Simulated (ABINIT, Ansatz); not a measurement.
Entries from a set of simulations; values are calculated unless marked as measured.

```
A GW chain in ABINIT: K2H4Pt (I4/mmm)
1.0
    -2.87456    2.87456    3.86119
     2.87456   -2.87456    3.86119
     2.87456    2.87456   -3.86119
K H Pt
2 4 1
Direct
  0.25000 0.75000 0.50000
  0.75000 0.25000 0.50000
  0.20279 0.79721 0.00000
  0.20279 0.20279 0.40558
  0.79721 0.20279 0.00000
  0.79721 0.79721 0.59442
  0.00000 0.00000 0.00000
# method: RPA screening on PBEsol, plane waves, norm-conserving pseudopotentials (and 2 further levels or steps)
# program: ABINIT 10.8.3
# settings: cutoff 38 Ha, PseudoDojo scalar-relativistic 0.4.1 standard, norm-conserving, ngkpt (2, 2, 2), nband 227, ecuteps 6.5 Ha, inclvkb 2, shiftk (0, 0, 0), symchi 1, awtr 1, frequency ppm, 2×2×2 k-mesh
# cost: 5 runs, 8.3 min in all on 4 MPI ranks of Intel Xeon Platinum 8488C (Sapphire Rapids), shared host
# notes: The cell and positions are those that the Materials Project relaxed with its own functionals (PBE, PBE+U or r2SCAN), kept fixed. Limits: no spin polarisation; d states lean on the start; no spin-orbit coupling. Local fields lower the RPA ε∞ on this mesh from 3.67 to 2.82; a Γ-centred mesh this coarse tends to raise both, most where the direct gap is narrow, while a short band sum lowers them. The 2×2×2 mesh is coarse for this cell, which bears on the long-range parts of exchange and screening. The runs have no spin polarisation. For a closed low-spin shell that is the natural state; where a d or f shell is open it is a constraint, and the gap is then not the crystal’s own.
# PBEsol gap: 2.58 eV, indirect (only 40 meV under the direct gap)
# G0W0 gap on the mesh: 4.25 eV
# G0W0 gap over the zone (rigid shift): 4.23 eV
# GW settings: 2×2×2 mesh, 227 bands, screening to 176.9 eV, Godby-Needs plasmon pole
# known limits: short of the basis limit; no spin polarisation; d states lean on the start; no spin-orbit coupling; coarse k mesh
```

[Long decimals in the printed logs are rounded to 6 places.]

[Logs are printed without paths, hosts, clocks, repeated set-up lines and the standing remarks that a program may print on its own settings, such as how far it seeks lower states.]

[Paths, hosts, dates, memory and timing lines, banners, echoed tables and standing remarks are left out of the program output; an Ansatz launch command may be rebuilt from the run's recorded settings. Measured values are a selection of at most five: reports struck by readers or far from the other reports are left out. None is set beside runs whose start may be inverted or whose files or cutoffs have a known fault.]

[Runs of the session that timed out or met a known fault of the program may be left out.]

[Hosts, paths, dates, database ids (printed as entryN), source tags and the programs' standing remarks are cut or masked in the printed files.]

[G0W0 gaps are taken among the corrected bands and points alone; a level outside them can change the order at an edge.]

[Where Ansatz stands beside ABINIT at settings called matched, ABINIT's density can come from a denser mesh and the files from another edition; pairs whose starting gaps differed by over 0.03 eV were left out, so agreement reads better than it is.]
